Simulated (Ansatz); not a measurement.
# How Na+ FSI- in dimethoxyethane and ethylene carbonate and a fluorinated ether (TTE) changes with temperature

How do cells made at different temperatures differ in energy, pressure, forces, levels, charges and cost?

Computed with Ansatz 0.2.0: Kohn-Sham DFT, LDA, PAW (set soft_2). Every run is a single point, with the atoms held where the recipe put them (cutoff of the plane-wave runs 420 eV, gaussian smearing of 0.025 eV).

First member: 2 dimethoxyethane, 2 ethylene carbonate, 4 a fluorinated ether (TTE), 2 Na+, 2 FSI- placed at random, at 1.52 g/cm³; overlaps pushed apart, then 10 ps at 550 K with Joung-Cheatham ions (J. Phys. Chem. B 112, 9020 (2008)); MMFF94 bonds, angles, torsions, charges and radii (Halgren, J. Comput. Chem. 17, 490 (1996)) in harmonic and 12-6 forms; charges of ions scaled by 0.8. Snapshot after 30 ps at 310 K and fixed volume.

Last member: 2 dimethoxyethane, 2 ethylene carbonate, 4 a fluorinated ether (TTE), 2 Na+, 2 FSI- placed at random, at 1.31 g/cm³; overlaps pushed apart, then 10 ps at 550 K with Joung-Cheatham ions (J. Phys. Chem. B 112, 9020 (2008)); MMFF94 bonds, angles, torsions, charges and radii (Halgren, J. Comput. Chem. 17, 490 (1996)) in harmonic and 12-6 forms; charges of ions scaled by 0.8. Snapshot after 30 ps at 490 K and fixed volume.

The members:

```tsv
temperature (K)	reduced formula	atoms	valence electrons	k-mesh	basis	density (g/cm³)
310	NaH22C17S2NO11F18	144	616	1×1×1	plane waves	1.52
350	NaH22C17S2NO11F18	144	616	1×1×1	plane waves	1.47
390	NaH22C17S2NO11F18	144	616	1×1×1	plane waves	1.42
430	NaH22C17S2NO11F18	144	616	1×1×1	plane waves	1.38
490	NaH22C17S2NO11F18	144	616	1×1×1	plane waves	1.31
```

Each cell is one sample from a classical run, so sample-to-sample scatter enters every column; pressures lack the kinetic term, and hold the strain of bonds inside molecules, whose lengths the classical model set.

The input of the first member, without its atom lines; other members have their own cell and atoms, and may differ in mesh, basis and outputs:

```yaml
crystal:
  lattice:
    - [12.27524, 0.0, 0.0]
    - [0.0, 12.27524, 0.0]
    - [0.0, 0.0, 12.27524]
  atoms:
    [... 144 lines ...]
kpoints:
  mp_grid: { grid: [1, 1, 1] }
hamiltonian:
  xc: lda
scf:
  occupations: { method: gaussian, width: 0.025 }
output:
  forces: true
  stress: true
  populations: true
  dos:
    method: { smearing: { sigma: 0.15 } }
    de: 0.1
    projected: { site_lists: { C: [C], F: [F], H: [H], "N": ["N"], Na: [Na] } }
  eigenvalues: true
  write_density: true
  write_potential: true
  volumetric_format: npy
```

Results; charges are mean Löwdin charges in e:

```tsv
temperature (K)	energy less the first member's (meV/atom)	pressure (GPa)	r.m.s. force (eV/Å)	gap (eV)	q(S)	q(N)	q(O)
310	0.0	-1.52	1.05	3.84	+2.39	-0.83	-0.47
350	19.5	-1.83	1.24	4.24	+2.40	-0.81	-0.47
390	11.2	-1.91	1.07	3.36	+2.38	-0.80	-0.46
430	17.6	-2.04	1.12	4.52	+2.41	-0.83	-0.47
490	30.6	-2.39	1.35	4.17	+2.36	-0.83	-0.46
```

The gap is that between the highest filled and lowest empty Kohn-Sham level on the run's k-points, and local or semilocal functionals tend to put gaps under measured ones. The projection misses up to 0.052 e an atom, so the charges add up to more than the cell's charge.

Cost on 8 threads of AMD EPYC 7R43, shared host:

```tsv
temperature (K)	atoms	basis	k-mesh	SCF cycles	time	host memory (GiB)
310	144	plane waves	1×1×1	11	36 s	2.6
350	144	plane waves	1×1×1	11	36 s	2.6
390	144	plane waves	1×1×1	11	42 s	2.7
430	144	plane waves	1×1×1	11	41 s	2.7
490	144	plane waves	1×1×1	11	39 s	2.9
```

Times include the outputs that each run asked for, on hosts shared with other jobs.

What the series shows: The energy against the first member is lowest at 310 K (0.0 meV/atom) and highest at 490 K (30.6 meV/atom); each member is a single configuration. The gap is lowest at 390 K (3.36 eV) and highest at 430 K (4.52 eV), with no steady trend; in single samples it varies with the configuration. The mean charge on S is lowest at 490 K (+2.36 e) and highest at 430 K (+2.41 e), with no steady trend. The density spans 1.31 to 1.52 g/cm³, so the columns mix its effect with that of the temperature. The pressure goes steadily from -1.5 GPa at 310 to -2.4 GPa at 490 K; the recipes set unlike densities, and the bond lengths of the classical model enter the pressure too.

Caveats: The network of contacts between molecules at the start is that of the classical potential that made the cell, and needn't be the one that DFT or experiment would give. The cells aren't relaxed by DFT, which could reorder their energies. The functional has no dispersion term, which matters between molecules.

[Logs are printed without paths, hosts, clocks, repeated set-up lines and the standing remarks that a program may print on its own settings, such as how far it seeks lower states.]

[Hosts, paths, dates, database ids (printed as entryN), source tags and the programs' standing remarks are cut or masked in the printed files.]

[The MMFF94 radii named for the starting cell were scaled by 0.96; in molecules described by MMFF94, hydrogen bound to N, O or S took a small fixed 12-6 site in their place.]
